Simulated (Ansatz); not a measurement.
# BaCeSe3 (model cell, started as cubic perovskite with Ce in the octahedra): a soft mode frozen in, part 2 of 2

Wanted: the energy along a soft mode of BaCeSe3 (model cell, started as cubic perovskite with Ce in the octahedra) and the structure at the end.

Ansatz 0.2.0; DFT PBEsol, scalar-relativistic, plane waves, PAW; PAW set soft_1.

So far, highest frequency on the path or at a solved wavevector (cm⁻¹): step 2 (phonons on a q mesh) 271. Also lowest frequency on the path (cm⁻¹): step 2 -70.3.

The structure was built from a prototype and need not be the compound's stable phase.

**5. Energy along the mode, all amplitudes (two of the runs are shown above)**

An imaginary frequency means negative curvature, so the energy should fall and then rise again as anharmonic terms take over.

Numbers from this step:

| Property | Result |
| --- | --- |
| depth at the lowest point sampled | 67.01 meV/atom |
| largest atomic shift at that point | 0.6 Å |

The energy from the parent by largest atomic shift:

```tsv
largest atomic shift (Å)	energy from the parent (meV/atom)
0.000	0
0.040	-0.459
0.080	-1.82
0.140	-5.50
0.220	-13.2
0.320	-26.1
0.450	-46.0
0.600	-67.0
```

Displacement at unit largest shift by atom:

```tsv
atom	x (Å)	y (Å)	z (Å)	size
Ba1	0.000	0.000	0.000	0.000
Ba2	0.000	0.000	0.000	0.000
Ce3	0.000	0.000	0.000	0.000
Ce4	0.000	0.000	0.000	0.000
Se5	0.707	-0.707	0.000	1.000
Se6	-0.707	0.707	0.000	1.000
Se7	0.000	0.000	0.707	0.707
Se8	0.000	0.000	-0.707	0.707
Se9	0.000	0.000	-0.707	0.707
Se10	0.000	0.000	0.707	0.707
```

The lowest of the steps tried is the last one, at 0.6 Å, 67.0 meV/atom below the parent; the bottom of the well need not coincide with a step.

**6. Relaxation from the frozen mode**

Starting from the lowest point found, all atoms and the cell are let go, so that strain and other modes of the same symmetry can join in.

Input file input.yaml:

```yaml
crystal:
  lattice:
    - [5.4631095288, 5.4631095288, 0.0]
    - [5.4631095288, 0.0, 5.4631095288]
    - [5.4631095288, 0.0, -5.4631095288]
  atoms:
    - { symbol: Ba, position: [0.0, 0.0, 0.0] }
    - { symbol: Ba, position: [0.0, 0.5, 0.5] }
    - { symbol: Ce, position: [0.5, 0.25, 0.75] }
    - { symbol: Ce, position: [0.5, 0.75, 0.25] }
    - { symbol: Se, position: [0.4223401862, 0.0776598138, 0.0776598138] }
    - { symbol: Se, position: [0.5776598138, 0.4223401862, 0.4223401862] }
    - { symbol: Se, position: [0.0, 0.5388299069, -0.0388299069] }
    - { symbol: Se, position: [0.0, -0.0388299069, 0.5388299069] }
    - { symbol: Se, position: [0.5, -0.0388299069, 0.5388299069] }
    - { symbol: Se, position: [0.5, 0.5388299069, 0.9611700931] }
kpoints:
  mp_grid: { grid: [6, 6, 6] }
hamiltonian:
  xc: pbesol
  pseudopotentials: { kind: paw, azcp: { folder: soft_1 }, xc_functional: pbe }
scf:
  occupations: { method: fixed }
output:
  forces: true
  stress: true
  eigenvalues: true
relax:
  adjacent_minimum: "off"
  f_tol: 0.002
  max_steps: 120
  cell: { stress_tol: 0.03 }
```

Started as:

```console
$ ansatz run input.yaml --threads 4 --pin off --max-ram 16384MiB --backend cpu --events-out ev --progress --plain --runs-dir out
```

Numbers of over 12 decimals in the logs are rounded to 6 here.

The program printed:

```text
[...]
Crystal: 10 atoms, lattice volume = 326.099 Å³
Basis set: ecut = 420 eV, 6375 PW (Γ), exchange–correlation on 108×108×108 points (8 copies of the dense FFT grid, shifted against one another)
Bands: 84, of which v1, the nominal top of the filled ones, is band 70 counted from 1 (69 counted from 0)
Symmetry: 8 space group operations
[...]
k-points: 46 of 216
[...]
SCF iter   1: F=—  HF=-57275.293624 eV  |F-HF|=—  |Δ(HF+E_count)|=         —  Δρ=3.53e-1  dr2=6.68e2  ethr=3.10e-3  ⟨swp⟩=4.0  Hψ=11654  notcnv=0  defer=382
[...]
SCF iter  16: F=-57258.032072 eV  HF=-57258.032072 eV  |F-HF|=2.07e-8  |Δ(HF+E_count)|=   1.40e-7  Δρ=2.09e-6  dr2=2.86e-8  ethr=7.14e-11  ⟨swp⟩=11.6  Hψ=24483  notcnv=0
SCF 1 converged in 16 iterations: F = -57258.032072 eV  dr2 = 2.86e-8
[...]
relax step   1: F+E_penalty+E_count = -57258.03207163 eV  Δ(F+E_penalty+E_count) = +0.000e0 eV  max|allowed force component| = 3.023e-1 eV/Å  Δτ_max = 0.0000 Å  P = -1.077 GPa  Ω = 326.099 Å³  (16 SCF iters, dr2 threshold 1.00e-7 eV, accepted)
Crystal: 10 atoms, lattice volume = 317.079 Å³
Basis set: ecut = 420 eV, 6165 PW (Γ), exchange–correlation on 108×108×108 points (8 copies of the dense FFT grid, shifted against one another)
[...]
iter 1 solved again at ethr=1.43e-4 eV; its pass at ethr=3.10e-3 eV (dr2=2.00e-1 eV) is discarded
[...]
SCF iter   9: F=-57258.266278 eV  HF=-57258.266278 eV  |F-HF|=5.02e-8  |Δ(HF+E_count)|=   1.74e-7  Δρ=3.55e-6  dr2=5.70e-8  ethr=7.14e-10  ⟨swp⟩=10.4  Hψ=20483  notcnv=0
SCF 2 converged in 9 iterations: F = -57258.266278 eV  dr2 = 5.70e-8
[...]
relax step   2: F+E_penalty+E_count = -57258.26627788 eV  Δ(F+E_penalty+E_count) = -2.342e-1 eV  max|allowed force component| = 2.183e-1 eV/Å  Δτ_max = 0.1180 Å  P = -0.259 GPa  Ω = 317.079 Å³  energy of the carried Pulay correction = +4.553e-4 eV  (9 SCF iters, dr2 threshold 1.00e-6 eV, accepted)
Crystal: 10 atoms, lattice volume = 312.245 Å³
Basis set: ecut = 420 eV, 6101 PW (Γ), exchange–correlation on 108×108×108 points (8 copies of the dense FFT grid, shifted against one another)
[...]
SCF iter  11: F=-57258.305416 eV  HF=-57258.305416 eV  |F-HF|=1.80e-8  |Δ(HF+E_count)|=   8.29e-8  Δρ=3.56e-6  dr2=7.07e-8  ethr=7.14e-10  ⟨swp⟩=11.3  Hψ=23335  notcnv=0
SCF 3 converged in 11 iterations: F = -57258.305416 eV  dr2 = 7.07e-8
relax step   3: F+E_penalty+E_count = -57258.30541589 eV  Δ(F+E_penalty+E_count) = -3.914e-2 eV  max|allowed force component| = 2.567e-1 eV/Å  Δτ_max = 0.1953 Å  P = +0.216 GPa  Ω = 312.245 Å³  energy of the carried Pulay correction = +7.045e-4 eV  (11 SCF iters, dr2 threshold 1.00e-6 eV, accepted)
[...]
relax step   4: F+E_penalty+E_count = -57258.36588728 eV  Δ(F+E_penalty+E_count) = -6.047e-2 eV  max|allowed force component| = 1.599e-2 eV/Å  Δτ_max = 0.0769 Å  P = -0.100 GPa  Ω = 314.381 Å³  energy of the carried Pulay correction = +5.939e-4 eV  (8 SCF iters, dr2 threshold 1.00e-6 eV, accepted)
[...]
relax step   5: F+E_penalty+E_count = -57258.36657962 eV  Δ(F+E_penalty+E_count) = -6.923e-4 eV  max|allowed force component| = 8.834e-3 eV/Å  Δτ_max = 0.0070 Å  P = -0.018 GPa  Ω = 313.634 Å³  energy of the carried Pulay correction = +6.325e-4 eV  (7 SCF iters, dr2 threshold 1.32e-7 eV, accepted)
[...]
relax step   6: F+E_penalty+E_count = -57258.36669278 eV  Δ(F+E_penalty+E_count) = -1.132e-4 eV  max|allowed force component| = 1.926e-3 eV/Å  Δτ_max = 0.0046 Å  P = +0.007 GPa  Ω = 313.532 Å³  energy of the carried Pulay correction = +6.378e-4 eV  (8 SCF iters, dr2 threshold 4.88e-9 eV, accepted)
[...]
SCF iter   7: F=-57258.365973 eV  HF=-57258.365973 eV  |F-HF|=0.00e0  |Δ(HF+E_count)|=  5.82e-11  Δρ=2.34e-8  dr2=2.34e-12  ethr=1.00e-12  ⟨swp⟩=9.9  Hψ=19128  notcnv=0
SCF 7 converged in 7 iterations: F = -57258.365973 eV  dr2 = 2.34e-12
[...]
relax step   7: F+E_penalty+E_count = -57258.36597289 eV  Δ(F+E_penalty+E_count) = +7.199e-4 eV  max|allowed force component| = 1.862e-3 eV/Å  Δτ_max = 0.0000 Å  P = +0.010 GPa  Ω = 313.532 Å³  stress off target by 1.78e-2 GPa  SCF on the basis re-selected at this cell (its energy is not comparable with the rows above)  (7 SCF iters)
basis re-selected at this cell: Δ(F+E_penalty+E_count) = +7.199e-4 eV, ΔP = +0.002 GPa vs the last step (what re-selecting the basis moved, of the pressure what is left beyond the Pulay correction that the steps carried, after the strain that the cell walked since its last selection, with what the two solves' SCF thresholds leave and, on support functions, any second-order correction that the steps lacked; it is no m [...]
SCF converged after 7 iterations
Free energy (F): -57258.365973 eV
[...]
Internal energy: -57258.365973 eV  (E = F + TS)
E sigma→0 (E₀):  -57258.365973 eV
Fermi energy:    7.320535 eV
[...]
--- Forces (eV/Å), atoms counted from 1 ---
  atom   1  Ba    -0.00182464     0.00182464    -0.00000000
  atom   2  Ba     0.00182464    -0.00182464     0.00000000
  atom   3  Ce    -0.00000000    -0.00000000     0.00000000
  atom   4  Ce    -0.00000000    -0.00000000     0.00000000
  atom   5  Se    -0.00186210     0.00186210     0.00000000
  atom   6  Se     0.00186210    -0.00186210    -0.00000000
  atom   7  Se     0.00000000     0.00000000     0.00008761
  atom   8  Se     0.00000000     0.00000000    -0.00008761
  atom   9  Se    -0.00000000    -0.00000000    -0.00008761
  atom  10  Se     0.00000000    -0.00000000     0.00008761
  max |Σ_I F_I| component: 6.51e-19 eV/Å
--- Stress (GPa, compression-positive) ---
        0.009163      -0.008679      -0.000000
       -0.008679       0.009163       0.000000
       -0.000000       0.000000       0.010506
  P = ⅓ Tr σ = 0.0096 GPa (0.096 kbar)
--- Band table (eV; the first three rows and the last of 46) ---
  k-point 0: bands = [... 66 lower, 6.6965, 6.8408, 6.9000, 7.0328, 8.1515, 8.1800, 8.1821, 8.1962, ... 10 higher]
  k-point 1: bands = [... 66 lower, 6.7501, 6.8351, 6.8819, 7.0405, 8.1531, 8.1779, 8.1950, 8.2092, ... 10 higher]
  k-point 2: bands = [... 66 lower, 6.7497, 6.8729, 6.9724, 6.9947, 8.1575, 8.1711, 8.2223, 8.2286, ... 10 higher]
  k-point 45: bands = [... 66 lower, 6.6387, 6.6400, 6.7665, 7.0236, 8.1627, 8.1630, 8.2049, 8.2054, ... 10 higher]
--- Relaxed structure (6 steps of the walk, 6 accepted, 1 SCFs on fresh bases) ---
  F+E_penalty+E_count = -57258.36597289 eV   max|allowed force component| = 1.862e-3 eV/Å   (the final SCF, on the basis selected at the relaxed cell)
  cell:  # Å, volume = 313.5324 Å³
    - [5.328343, 5.328343, 0.0]
    - [5.416425, -0.088082, 5.344927]
    - [5.416425, -0.088082, -5.344927]
  atoms:
    - { symbol: Ba, position: [0.017645, -0.017645, -0.017645] }
    - { symbol: Ba, position: [-0.017645, 0.517645, 0.517645] }
    - { symbol: Ce, position: [0.500000, 0.250000, 0.750000] }
    - { symbol: Ce, position: [0.500000, 0.750000, 0.250000] }
    - { symbol: Se, position: [0.395684, 0.104316, 0.104316] }
    - { symbol: Se, position: [0.604316, 0.395684, 0.395684] }
    - { symbol: Se, position: [0.0, 0.561040, -0.061040] }
    - { symbol: Se, position: [0.0, -0.061040, 0.561040] }
    - { symbol: Se, position: [0.500000, -0.061040, 0.561040] }
    - { symbol: Se, position: [0.500000, 0.561040, 0.938960] }
```

Run time: 3.2 min. Hardware: 4 threads of Arm Neoverse V2, shared host; peak memory 1.5 GiB; 13 min of CPU time.

Relaxation path:

```tsv
step	energy less that of the first step (eV)	largest force component (eV/Å)	pressure (GPa)	volume (Å³)
1	0.0000	0.3023	-1.08	326.10
2	-0.2342	0.2183	-0.26	317.08
3	-0.2733	0.2566	0.22	312.25
4	-0.3338	0.0160	-0.10	314.38
5	-0.3345	0.0088	-0.02	313.63
6	-0.3346	0.0019	0.01	313.53
7*	-0.3339	0.0019	0.01	313.53
```

Relaxation steps marked * repeat the geometry before them on a plane-wave basis chosen anew for their cell, so energy and pressure can jump there.

The run keeps the 8 symmetry operations that it works with, so distortions that break them were not tested.

```tsv
conventional cell, symmetrised	before	after	change
a (Å)	7.726	7.535	-2.5 %
b (Å)	10.926	10.690	-2.2 %
c (Å)	7.726	7.785	+0.8 %
volume (Å³/atom)	32.61	31.35	-3.9 %
```

The atoms that moved most (Å, as changes of fractional coordinates times the final cell):

```tsv
atom	dx	dy	dz	length
Se9	0.000	0.000	-0.237	0.237
Se8	0.000	0.000	-0.237	0.237
Se7	0.000	0.000	0.237	0.237
Se10	0.000	0.000	0.237	0.237
Se5	0.147	-0.147	0.000	0.208
Se6	-0.147	0.147	0.000	0.208
Ba1	-0.097	0.097	0.000	0.137
Ba2	0.097	-0.097	0.000	0.137
```

Numbers from this step:

| Quantity | Value |
| --- | --- |
| pressure | 0.009611 GPa |
| gap on the k-mesh | 0.8305 eV |
| volume per atom | 31.35 Å³ |

The distorted start has space group Imma; the relaxation ends in Imma.

**7. The new phase in its own primitive cell**

The relaxed structure is symmetrised, reduced to its primitive cell and relaxed tightly, as its phonons need.

input.yaml, the sections that differ from step 6:

```yaml
crystal:
  lattice:
    - [-3.7677075202, 5.3449273981, 3.8922741262]
    - [3.7677075202, -5.3449273981, 3.8922741262]
    - [3.7677075202, 5.3449273981, -3.8922741262]
  atoms:
    - { symbol: Ba, position: [0.7323547439, 0.9823547439, 0.75] }
    - { symbol: Ba, position: [0.2676452561, 0.0176452561, 0.25] }
    - { symbol: Ce, position: [0.0, 0.5, 0.5] }
    - { symbol: Ce, position: [0.5, 0.5, 0.0] }
    - { symbol: Se, position: [0.8543159453, 0.6043159453, 0.25] }
    - { symbol: Se, position: [0.1456840547, 0.3956840547, 0.75] }
    - { symbol: Se, position: [0.3110403902, 0.5, 0.3110403902] }
    - { symbol: Se, position: [0.6889596098, 0.5, 0.6889596098] }
    - { symbol: Se, position: [0.6889596098, 0.0, 0.1889596098] }
    - { symbol: Se, position: [0.3110403902, 0.0, 0.8110403902] }
relax:
  adjacent_minimum: "off"
  f_tol: 0.001
  max_steps: 60
  cell: { stress_tol: 0.01 }
# kpoints, hamiltonian, scf, output: as in step 6
```

The program printed:

```text
[...]
Crystal: 10 atoms, lattice volume = 313.532 Å³
Basis set: ecut = 420 eV, 6109 PW (Γ), exchange–correlation on 108×108×108 points (8 copies of the dense FFT grid, shifted against one another)
Bands: 84, of which v1, the nominal top of the filled ones, is band 70 counted from 1 (69 counted from 0)
Symmetry: 8 space group operations
[...]
k-points: 46 of 216
[...]
- { symbol: Ce, position: [0, 0.5, 0.5] }
    - { symbol: Ce, position: [0.500000, 0.500000, 0] }
    - { symbol: Se, position: [0.854223, 0.604223, 0.250000] }
    - { symbol: Se, position: [0.145777, 0.395777, 0.75] }
    - { symbol: Se, position: [0.311037, 0.500000, 0.311037] }
    - { symbol: Se, position: [0.688963, 0.500000, 0.688963] }
    - { symbol: Se, position: [0.688963, -5.551115123125783e-17, 0.188963] }
    - { symbol: Se, position: [0.311037, 0.0, 0.811037] }
[key lines of the parts left out:]
SCF converged after 8 iterations
Free energy (F): -57258.365980 eV
Fermi energy:    7.317260 eV
P = ⅓ Tr σ = -0.0059 GPa (-0.059 kbar)
```

It took 93 s on 4 threads; peak memory 1.5 GiB.

Little changed from the start: no atom moved by 0.005 Å and no cell edge by 0.1 %.

Numbers from this step:

| Property | Result |
| --- | --- |
| pressure | -0.005945 GPa |
| gap on the k-mesh | 0.8296 eV |
| volume per atom | 31.36 Å³ |
| direct gap on mesh | 0.8333 eV |

The largest force component left is 0.25 meV/Å and the pressure is -0.006 GPa, within the tolerances set. The cell now holds 31.36 Å³/atom.

**8. What came out**

| Quantity | Value |
| --- | --- |
| unstable mode of the parent | q = (-0.5, -0.5, -0.5), 70i cm⁻¹ |
| depth at the lowest point sampled | 67.0 meV/atom |
| largest atomic shift at that point | 0.6 Å |
| space group reached (within 0.01 Å) | Imma |
| energy gained over the parent (first relaxation, on the mesh of the frozen mode) | 100 meV/atom |
| volume per atom, phase reached | 31.4 Å³ |
| gap on the k-mesh, phase reached | 0.830 eV |

In words: Along this mode the structure falls into Imma, 100 meV/atom below the parent. At the parent's cell the well is 67.01 meV/atom deep on the steps tried, with its lowest point at a shift of 0.6 Å. That is the last step tried, so the steps alone don't bracket the bottom of the well. Relaxing atoms and cell changes the gain by +33.39 meV/atom against the lowest step (energies at zero smearing). The modes of the phase reached were not computed on this path. Of the 4 patterns followed to their end from this parent, this one reaches the lowest energy. Each path keeps the symmetry of its pattern, so a lower phase may lie along a pattern not tried. The phonon runs are without spin polarisation, although Ce often carries a moment. The 4f shell is treated without a U, so valence and screening may be off. Spin-orbit coupling is left out, which can matter for the heavy elements here. The PAW files were made for PBE and serve the other functionals too. The starting cell was built on a prototype and not taken from a measurement, so the phase need not exist.

[Logs are printed without paths, hosts, clocks, repeated set-up lines and the standing remarks that a program may print on its own settings, such as how far it seeks lower states.]

[Hosts, paths, dates, database ids (printed as entryN), source tags and the programs' standing remarks are cut or masked in the printed files.]
